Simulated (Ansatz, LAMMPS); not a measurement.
# Static equation of state of glassy 47SiO2-40B2O3-7CaO-7Na2O (mol %) (112 atoms)

Density of this cell: 2.34 g/cm³. The cell holds 112 atoms: 14 Si, 24 B, 2 Ca, 4 Na and 68 O. Cell: a = 11.134 Å, b = 10.883 Å, c = 11.233 Å, α = 91.4°, β = 88.0°, γ = 89.9°. The starting structure: 112 atoms (14 Si, 24 B, 2 Ca, 4 Na, 68 O) placed at random at 2.17 g/cm³, melted at 3000 K for 20 ps at fixed volume with the Buckingham and Coulomb pair potential of Guillot and Sator (Geochim. Cosmochim. Acta 71, 1249 (2007)) with the boron terms of Wang et al. (J. Non-Cryst. Solids 498, 294 (2018)). Quenched from 3000 K to 300 K at 20 K/ps and fixed volume, held 10 ps at zero pressure, then minimised at fixed cell.

Calculated with Ansatz 0.2.0: Kohn-Sham DFT, PBE, PAW (set soft_2), plane waves; cutoff 420 eV, Γ point, fixed occupations. Cell and atoms were relaxed first, to V0 = 12.142 Å³ an atom at a residual P0 = -0.005 GPa. The cell was then scaled evenly, and the atoms were relaxed at each volume.

```
volume (Å³/atom)  pressure (GPa)
          10.928           5.292
          11.414               ?
          11.778           1.403
          12.506          -1.364
          12.871          -2.533
```

Task: Fit the third-order Birch–Murnaghan equation to the rows given and interpolate to the withheld row.

Worked fit:

Take the Eulerian strain f = ½[(V0/V)^(2/3) − 1] and the normalised pressure F = (P − P0) / [3f(1 + 2f)^(5/2)]. The third-order Birch–Murnaghan equation is then the line F = B0 + (3/2)B0(B′ − 4) f, so u = f and v = F.

```
      u = f  v = F (GPa)
  0.0363831      40.7110
  0.0102568      43.4831
-0.00975648      48.7664
 -0.0190506      48.7500
```

With n = 4: mean u = 0.00445821, mean v = 45.4276, Σ(u − ū)² = 0.0018075, Σ(u − ū)(v − v̄) = -0.28742. Slope b = -0.28742 / 0.0018075 = -159.01; intercept a = v̄ − b ū = 46.137.

So B0 = a = 46.1 GPa and B′ = 4 + 2b/(3a) = 1.70. At the withheld volume f = 0.02106, F = a + b f = 42.79 GPa, and P = P0 + 3f(1 + 2f)^(5/2) F.

Prediction at 11.414: 2.991 GPa. The run gave 2.951 GPa, so the fit is high by 0.040 GPa (1.4 % of the value).

Among the rows given, the largest miss of the fit is at 10.928, by 0.047 GPa (0.60 % of the range of the table).

Limits: Static cells at zero temperature; the cell shape is held. The program notes that the SCF threshold of these relaxations is loose for the stress. The quench rate of 20 K/ps is many orders above laboratory rates, so the cell is likely richer in defects and strain than a real sample. The network of bonds at the start is that of the classical potential that made the cell, and needn't be the one that DFT or experiment would give. Only the Γ point is sampled, in a cell whose shortest periodic width is 11 Å.

[Logs are printed without paths, hosts, clocks, repeated set-up lines and the standing remarks that a program may print on its own settings, such as how far it seeks lower states.]

[Hosts, paths, dates, database ids (printed as entryN), source tags and the programs' standing remarks are cut or masked in the printed files.]
